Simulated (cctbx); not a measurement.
**Accept or mend?**

Cell a = 4.9560 Å, b = 8.2770 Å, c = 3.9440 Å, α = 90.00°, β = 90.00°, γ = 90.00°; space group Cmmm (no. 65). The compound is DyVCo4.

Simulated single-crystal data (cctbx): Mo Kα, λ = 0.71073 Å, to d = 0.6 Å, 70 % of the full sphere, strongest reflection 40000 counts, noise from counting, a 3 % proportional error and a noise floor of 15 counts (s.d.); no absorption.

An anisotropic refinement with weights 1/σ² prints:

```text
Rint 0.027, 249 unique reflections to 0.60 A
cycle     R1     wR2    GooF  max shift (A)
   1  0.4424  0.7634  32.522   0.00486
   2  0.4365  0.7153  30.473   0.00021
final R1 0.4362 wR2 0.7153 GooF 30.473  parameters 10  data/parameter 24.9
atom        x        y        z      Ueq    occ   su(xyz)  su(Uiso or U11)
Dy1    0.50000  0.00000  0.00000  -0.0016  1.000  0.00000  0.0031  NPD
Co1    0.50000  0.67565  0.00000  -0.0042  1.000  0.00190  0.0059  NPD
V1     0.00000  0.00000  0.50000   0.0028  1.000  0.00000  0.0122
difference map: max 335.16 min -46.41 rms 15.64
Q1    0.0000  0.5000  0.0000    2  335.16  0.00 A from Dy1
Q2    0.2500  0.2500  0.5000    4  253.16  2.41 A from Co1
Q3    0.0000  0.1723  0.0000    4   61.77  0.03 A from Co1
Q4    0.0000  0.0000  0.5000    2   45.71  0.00 A from V1
Q5    0.2500  0.2500  0.0000    4   31.78  1.38 A from Co1
Q6    0.0000  0.0000  0.0000    2   27.40  1.45 A from Co1
```

Q: Accept it or mend it, and why?

Mend it. The fault: an atom left out, Co at (1/4, 3/4, 1/2). Against the right model at the same level, R1 goes from 0.0093 to 0.4362 and GooF from 0.88 to 30.47, U of Dy1 shrinks from 0.0096 to -0.0016 Å², the top difference peak, 335.2 e/Å³, lies on Dy1 and Dy1 and Co1 go non-positive-definite. Q2 is the missing atom. With scattering power missing, scale and phases suffer, so peaks may also grow on the heavy atoms.

The compound is DyVCo4. The right model at the same level gives:

```text
Rint 0.027, 249 unique reflections to 0.60 A
cycle     R1     wR2    GooF  max shift (A)
   1  0.0196  0.0525   2.255   0.00051
   2  0.0093  0.0206   0.883   0.00000
final R1 0.0093 wR2 0.0206 GooF 0.883  parameters 14  data/parameter 17.8
atom        x        y        z      Ueq    occ   su(xyz)  su(Uiso or U11)
Dy1    0.50000  0.00000  0.00000   0.0096  1.000  0.00000  0.0001
Co1    0.25000  0.75000  0.50000   0.0128  1.000  0.00000  0.0002
Co2    0.50000  0.67632  0.00000   0.0089  1.000  0.00004  0.0001
V1     0.00000  0.00000  0.50000   0.0115  1.000  0.00000  0.0002
difference map: max 0.64 min -0.62 rms 0.18
Q1    0.0000  0.5000  0.3820    4    0.65  1.51 A from Dy1
Q2    0.0000  0.2333  0.3491    8    0.64  1.38 A from Co1
Q3    0.0000  0.3065  0.5000    4    0.59  1.32 A from Co1
Q4    0.2357  0.0000  0.0000    4    0.58  1.31 A from Dy1
Q5    0.0000  0.4007  0.5000    4    0.57  1.76 A from Co1
Q6    0.0755  0.2210  0.5000    8    0.52  0.90 A from Co1
```

The model was made for the exercise: a known structure type with other elements put in, its volume estimated, not relaxed; displacement parameters are assumed.

[Middle refinement cycles are left out of these outputs.]

[Logs are printed without paths, hosts, clocks, repeated set-up lines and the standing remarks that a program may print on its own settings, such as how far it seeks lower states.]
